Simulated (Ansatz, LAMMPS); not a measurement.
## Relaxing Ca2+ TFSI- in dimethyl sulfoxide and ethylene carbonate, from a frame at 400 K (141 atoms)

Wanted: the relaxed structure of Ca2+ TFSI- in dimethyl sulfoxide and ethylene carbonate, from a frame at 400 K (141 atoms) and its electronic structure.

Program: Ansatz 0.2.0. Level of theory: Kohn-Sham DFT, PBEsol, PAW (set soft_2), plane waves. Results are calculated unless marked as measured.

Report form: the programs' logs are mostly left out.

### Step 1. Starting point

The cell holds 141 atoms: 2 N, 9 S, 31 O, 32 C, 12 F, 54 H and 1 Ca. Its edges and angles: a = 12.055 Å, b = 12.055 Å, c = 12.055 Å, α = 90.0°, β = 90.0°, γ = 90.0°. 5 dimethyl sulfoxide, 6 ethylene carbonate, 1 Ca2+, 2 TFSI- placed at random, at 1.44 g/cm³; overlaps pushed apart, then 10 ps at 550 K with divalent ions of Li, Roberts, Chakravorty and Merz (J. Chem. Theory Comput. 9, 2733 (2013)); MMFF94 bonds, angles, torsions, charges and radii (Halgren, J. Comput. Chem. 17, 490 (1996)) in harmonic and 12-6 forms; charges of ions scaled by 0.8. Snapshot after 30 ps at 400 K and fixed volume.

Before any run, some limits are plain. The network of contacts between molecules at the start is that of the classical potential that made the cell. The functional has no dispersion term, which matters for the binding between molecules or layers. Only the Γ point is sampled, in a cell whose shortest periodic width is 12 Å.

### Step 2. Making the structure

A classical potential makes the cell, at a small fraction of what the same run would cost in DFT.

This step: classical MD, divalent ions of Li, Roberts, Chakravorty and Merz (J. Chem. Theory Comput. 9, 2733 (2013)); MMFF94 bonds, angles, torsions, charges and radii (Halgren, J. Comput. Chem. 17, 490 (1996)) in harmonic and 12-6 forms; charges of ions scaled by 0.8 (LAMMPS 22 Jul 2025 - Update 4).

The input, in.lmp:

```
# Ca2+ TFSI- in dimethyl sulfoxide and ethylene carbonate
units real
atom_style full
boundary p p p
bond_style harmonic
angle_style harmonic
dihedral_style opls
improper_style harmonic
special_bonds lj 0 0 0.5 coul 0 0 0.75
read_data data.lmp
neigh_modify delay 0 every 1 check yes one 4000
comm_modify cutoff 12.0
timestep 0.5
thermo_style custom step time temp pe press density
thermo_modify norm yes
# push overlapping molecules apart
pair_style soft 2.6
pair_coeff * * 0.0
variable a equal ramp(1,60)
fix ad all adapt 1 pair soft a * * v_a
velocity all create 550 813693 mom yes dist gaussian
fix lim all nve/limit 0.03
fix lan all langevin 550 550 50 813694 zero yes
thermo 1000
run 3000 post no
unfix ad
pair_style lj/cut/coul/long 9.0
pair_modify mix arithmetic tail yes
pair_coeff 1 1 0.0721 3.5530   # N
pair_coeff 2 2 0.2681 3.4180   # S
pair_coeff 3 3 0.0763 3.0960   # O
pair_coeff 4 4 0.0678 3.3680   # C
pair_coeff 5 5 0.0801 2.5590   # F
pair_coeff 6 6 0.2681 3.6400   # S
# [... 23 lines left out ...]
compute msd all msd com yes
thermo 7500
fix md all nvt temp 400 400 100
run 30000 post no
print "== T400: mean square displacement over the hold $(c_msd[4]:%.2f) A^2"
unfix md
uncompute msd
write_dump all custom T400.dump id type xs ys zs modify sort id
```

Launch:

```bash
lmp -in in.lmp -log none -nocite
```

The job ended after 23 s (1 thread of Intel Xeon Platinum 8488C (Sapphire Rapids), shared host; peak memory 0.12 GiB).

The input also reads data.lmp (atoms, bonds and types; not printed here).

### Step 3. Single point at the start

The forces at the start show how far the geometry lies from a minimum of this functional.

The input, input.yaml:

```yaml
crystal:
  lattice:
    - [12.05544, 0.0, 0.0]
    - [0.0, 12.05544, 0.0]
    - [0.0, 0.0, 12.05544]
  atoms:
    - { symbol: "N", position: [0.6129, 0.13257, 0.71867] }
    - { symbol: S, position: [0.6937, 0.22074, 0.75229] }
    - { symbol: O, position: [0.65232, 0.33264, 0.72127] }
    - { symbol: O, position: [0.74262, 0.20335, 0.86049] }
    - { symbol: C, position: [0.80746, 0.18761, 0.6527] }
    - { symbol: F, position: [0.90625, 0.22238, 0.6839] }
    - { symbol: F, position: [0.79811, 0.22954, 0.54838] }
    - { symbol: F, position: [0.81557, 0.07665, 0.63167] }
    - { symbol: S, position: [0.49454, 0.14421, 0.77937] }
    - { symbol: O, position: [0.49082, 0.18818, 0.89027] }
    - { symbol: O, position: [0.42235, 0.04535, 0.76337] }
    - { symbol: C, position: [0.42745, 0.25158, 0.69106] }
    - { symbol: F, position: [0.48336, 0.26411, 0.59446] }
    - { symbol: F, position: [0.31924, 0.22355, 0.6698] }
    - { symbol: F, position: [0.43392, 0.35142, 0.7424] }
    - { symbol: "N", position: [0.17254, 0.61408, 0.25104] }
    - { symbol: S, position: [0.22275, 0.58982, 0.1322] }
    - { symbol: O, position: [0.31679, 0.65727, 0.09367] }
    - { symbol: O, position: [0.23075, 0.47304, 0.10809] }
    - { symbol: C, position: [0.10814, 0.63618, 0.0478] }
    - { symbol: F, position: [0.14369, 0.65095, 0.94601] }
    - { symbol: F, position: [0.06726, 0.73354, 0.0852] }
    - { symbol: F, position: [0.02529, 0.56117, 0.04104] }
    - { symbol: S, position: [0.22836, 0.53688, 0.33959] }
    - { symbol: O, position: [0.34394, 0.55377, 0.36714] }
    - { symbol: O, position: [0.19134, 0.42384, 0.33397] }
    - { symbol: C, position: [0.16527, 0.59291, 0.46177] }
    - { symbol: F, position: [0.04907, 0.58276, 0.46233] }
    - { symbol: F, position: [0.20098, 0.53319, 0.54575] }
    - { symbol: F, position: [0.18953, 0.70382, 0.47159] }
    - { symbol: C, position: [0.51817, 0.47272, 0.19234] }
    - { symbol: S, position: [0.61202, 0.46803, 0.07331] }
    [... 103 atom lines left out ...]
    - { symbol: O, position: [0.10325, 0.1417, 0.05169] }
    - { symbol: H, position: [0.26393, 0.9736, 0.93491] }
    - { symbol: H, position: [0.20028, 0.09658, 0.86645] }
    - { symbol: H, position: [0.22958, 0.05259, 0.1104] }
    - { symbol: H, position: [0.27541, 0.16382, 0.01334] }
    - { symbol: Ca, position: [0.78036, 0.19227, 0.05911] }
kpoints:
  mp_grid: { grid: [1, 1, 1] }
hamiltonian:
  xc: pbesol
scf:
  occupations: { method: fixed }
output:
  forces: true
  stress: true
  populations: true
  dos:
    method: { smearing: { sigma: 0.15 } }
    de: 0.1
    projected: { site_lists: { C: [C], Ca: [Ca], F: [F], H: [H], "N": ["N"] } }
  eigenvalues: true
```

Launch:

```bash
ansatz run input.yaml --threads 4 --pin off --max-ram 8192MiB --backend cpu --events-out ev --progress --plain --runs-dir out
```

It took 24 s on 4 threads of Intel Xeon Platinum 8488C (Sapphire Rapids), shared host; peak memory 2.4 GiB.

The run gave:

```yaml
free_energy: -46220.9702 eV
free_energy_per_atom: -327.8083 eV/atom
scf_cycles: 11
pressure: 0.5881 GPa
r_m_s_force_component: 0.9888 eV/Å
longest_force: 4.431 eV/Å
fermi_energy: 0.7427 eV
spacing_of_highest_filled_and_lowest_empty_level: 3.51 eV
spilling_of_the_projection: 0.01516
```

The r.m.s. force component of 0.99 eV/Å and the pressure of 0.59 GPa set the starting point.

Neighbours are counted within 1.34 Å (H-C), 1.85 Å (C-C), 1.73 Å (C-O), 1.62 Å (C-F), 2.21 Å (C-S), 1.93 Å (O-S), 2.98 Å (O-Ca), 2.02 Å (S-N).

Length of the force by element and coordination:

```csv
element,coordination,atoms,mean length of the force (eV/Å),spread,least,most
C,all,32,2.20,0.665,1.03,3.26
C,3,6,2.22,0.857,1.03,3.26
C,4,26,2.19,0.612,1.11,3.24
Ca,all,1,0.409,0,0.409,0.409
F,all,12,1.18,0.353,0.598,1.60
H,all,54,1.02,0.506,0.242,2.31
N,all,2,2.60,1.58,1.02,4.18
O,all,31,1.45,0.836,0.334,3.68
O,1,12,1.54,0.816,0.697,3.01
O,2,19,1.39,0.844,0.334,3.68
S,all,9,2.10,1.11,0.695,4.43
S,3,5,1.76,0.600,0.695,2.34
S,4,4,2.54,1.41,0.970,4.43
```

### Step 4. Cell and atoms relaxed

Cell and atoms are freed together, to release stress as well as forces.

input.yaml, the sections that differ from step 3:

```yaml
output:
  forces: true
relax:
  f_tol: 0.05
  max_steps: 200
  cell: {}
# crystal, kpoints, hamiltonian, scf: as in step 3
```

Wall time 13 min (4 threads); peak memory 2.4 GiB; 49 min of CPU time.

Step by step (22 of 73):

```csv
step,energy less that of the first step (eV),largest force component (eV/Å),pressure (GPa),volume (Å³)
1,0.0000,4.2562,0.59,1752.06
4,-6.5022,0.4330,-0.31,1811.64
8,-7.2152,0.2125,-0.20,1797.75
11,-7.3751,0.6637,-0.67,1792.54
15,-7.5553,0.2050,-0.31,1793.79
18,-7.6950,0.4713,0.22,1790.24
22,-7.8083,0.2276,-0.04,1789.50
25,-7.9174,0.2665,-0.06,1786.81
28,-8.0083,0.1700,-0.08,1791.66
32,-8.0348,0.3964,0.00,1794.73
35,-8.0705,0.1423,-0.08,1798.40
39,-8.0888,0.3496,-0.11,1805.14
42,-8.1047,0.0558,-0.05,1806.22
46,-8.1161,0.1254,-0.12,1806.91
49,-8.1333,0.1233,0.06,1805.74
52,-8.1523,0.0971,-0.05,1806.01
56,-8.1703,0.1683,-0.03,1804.63
59,-8.2125,0.2680,-0.32,1802.97
63,-8.2427,0.0407,-0.05,1801.48
66,-8.2545,0.1148,0.11,1799.80
70,-8.3215,0.0824,0.03,1839.48
73*,-8.4511,0.0450,0.03,1838.74
```

Relaxation steps marked * repeat the geometry before them on a plane-wave basis chosen anew for their cell, so energy and pressure can jump there. Other such steps can lie between the rows shown. Relaxation steps 11, 20, 32, 39, 51, 56, 66 were tried and not accepted.

```csv
cell as run,before,after,change
a (Å),12.055,12.213,+1.3 %
b (Å),12.055,12.358,+2.5 %
c (Å),12.055,12.183,+1.1 %
α (°),90.00,90.03,+0.0 %
β (°),90.00,90.48,+0.5 %
γ (°),90.00,89.93,-0.1 %
volume (Å³/atom),12.43,13.04,+4.9 %
```

The atoms that moved most (Å, as changes of fractional coordinates times the final cell):

```csv
atom,dx,dy,dz,length
H119,-0.304,-0.590,-3.186,3.254
H120,0.084,1.040,-3.038,3.212
H88,1.289,2.526,1.025,3.015
H69,-1.537,-1.523,-1.428,2.592
H35,2.446,0.699,-0.189,2.551
F23,1.450,-0.799,1.938,2.549
H39,2.421,0.661,-0.152,2.515
H70,-2.044,-0.226,-1.110,2.337
```

The relaxation changed the energy by -59.9 meV/atom, and atoms moved by 1.4 Å r.m.s., 3.3 Å at most.

### Step 5. Distances and neighbours after relaxation

Bonds before and after, by the cutoffs listed below:

```csv
pair,bonds before,bonds after,mean before (Å),mean after (Å),spread before (Å),spread after (Å)
H-C,54,54,1.099,1.101,0.030,0.002
C-C,6,6,1.482,1.521,0.020,0.003
C-O,30,30,1.358,1.356,0.077,0.086
C-F,12,12,1.353,1.338,0.026,0.004
C-S,14,14,1.837,1.812,0.035,0.034
O-S,13,13,1.473,1.475,0.029,0.034
O-Ca,7,7,2.442,2.392,0.054,0.061
S-N,4,4,1.564,1.584,0.041,0.005
```

Density 1.37 g/cm³, 13.04 Å³ an atom.

g(r), total and by pair (bins of 0.2 Å):

```csv
r (Å),total,H-H,H-C,H-O,H-F,H-S,H-N
1.00,1.21,0.00,6.95,0.00,0.00,0.00,0.00
1.20,2.33,0.00,11.70,0.00,0.00,0.00,0.00
1.40,1.72,0.00,0.00,0.00,0.00,0.00,0.00
1.60,0.47,0.00,0.00,0.00,0.00,0.00,0.00
1.80,1.25,6.36,0.00,0.00,0.00,0.00,0.00
2.00,0.41,0.00,0.00,2.44,0.00,0.00,0.00
2.20,1.04,0.00,2.09,0.34,0.00,0.00,0.00
2.40,1.17,1.61,0.00,1.23,0.18,7.97,0.00
2.60,0.78,0.83,0.00,1.22,0.47,0.00,0.00
2.80,0.91,1.20,1.59,1.65,0.73,0.76,0.85
3.00,0.88,1.05,0.99,0.96,1.24,0.32,0.00
3.20,0.82,0.93,0.84,0.98,1.01,0.73,0.00
3.40,0.78,0.66,0.66,0.53,0.69,1.41,0.57
3.60,0.92,0.77,1.23,1.01,0.54,0.70,0.50
3.80,0.98,1.21,1.02,1.27,0.70,0.94,0.45
4.00,0.92,0.94,0.87,1.34,0.85,0.28,1.24
4.20,0.92,0.94,0.89,1.18,1.02,0.34,0.76
4.40,0.96,0.70,0.83,0.99,0.75,1.23,1.40
4.60,1.06,1.02,1.03,0.84,1.00,0.86,2.58
4.80,1.16,1.17,1.19,1.04,1.33,1.44,0.89
5.00,0.98,0.98,1.13,0.73,1.13,1.21,0.83
5.20,1.00,1.00,0.83,1.08,1.38,1.44,1.50
5.40,1.11,1.02,0.97,1.13,1.05,1.65,1.40
5.60,1.06,1.01,1.09,0.89,1.15,1.21,1.51
5.80,1.05,0.95,1.11,0.87,1.04,1.03,0.61
6.00,1.02,0.96,1.15,1.17,1.03,0.88,1.70
```

Bonds by pair of elements; cutoffs follow the first minimum of g(r), held within bounds set by covalent radii, and pairs that aren't listed don't count as bonded:

```csv
pair A-B,cutoff (Å),bonds,mean length (Å),spread (Å),shortest (Å),B about A,A about B
H-C,1.34,54,1.10,0.002,1.10,1,1.69
C-C,1.85,6,1.52,0.003,1.52,0.375,0.375
C-O,1.73,30,1.36,0.086,1.21,0.938,0.968
C-F,1.62,12,1.34,0.004,1.33,0.375,1
C-S,2.21,14,1.81,0.034,1.79,0.438,1.56
O-S,1.93,13,1.48,0.034,1.44,0.419,1.44
O-Ca,2.88,7,2.39,0.061,2.32,0.226,7
S-N,1.98,4,1.58,0.005,1.58,0.444,2
```

How many atoms have how many bonded neighbours:

```csv
element,mean,1,2,3,4,7
C,3.81,0,0,6,26,0
Ca,7,0,0,0,0,1
F,1,12,0,0,0,0
H,1,54,0,0,0,0
N,2,0,2,0,0,0
O,1.61,12,19,0,0,0
S,3.44,0,0,5,4,0
```

Bond angles (no mean is given where the spread exceeds 20°):

```csv
angle,count,mean (°),spread (°)
H-C-H,42,111,0.9
H-C-S,30,108,1.3
C-C-H,24,113,0.7
H-C-O,24,108,0.6
O-Ca-O,21,-,-
```

Bond length by coordination (bonds to H left out):

```csv
element,coordination,atoms,mean bond length (Å)
C,3,6,1.30
C,4,26,1.54
O,1,12,1.40
O,2,19,1.57
S,3,5,1.7
S,4,4,1.59
```

Rings of the network by King's shortest-path rule, up to 12 atoms, one path for each pair of neighbours; H, halogens, alkali and alkaline-earth atoms are left out, and the last column divides by all other atoms, bonded or not:

```csv
ring size (atoms),rings,per network atom
5,6,0.081
```

First main peaks of g(r), for some of the pairs, lie near 1.8 Å (H-H), 1.1 Å (H-C), 2.1 Å (H-O), 3.1 Å (H-F) and 2.4 Å (H-S). Counting bonds as in the table, 81 % of C atoms have 4, all Ca atoms have 7, all F atoms have 1 and all H atoms have 1 bonded neighbour. The H-C-H angle averages 111° with a spread of 0.9°. All rings counted have 5 atoms.

(Part 1 of 2 ends here.)

[Logs are printed without paths, hosts, clocks, repeated set-up lines and the standing remarks that a program may print on its own settings, such as how far it seeks lower states.]

[Hosts, paths, dates, database ids (printed as entryN), source tags and the programs' standing remarks are cut or masked in the printed files.]

[The MMFF94 radii named for the starting cell were scaled by 0.96; in molecules described by MMFF94, hydrogen bound to N, O or S took a small fixed 12-6 site in their place.]
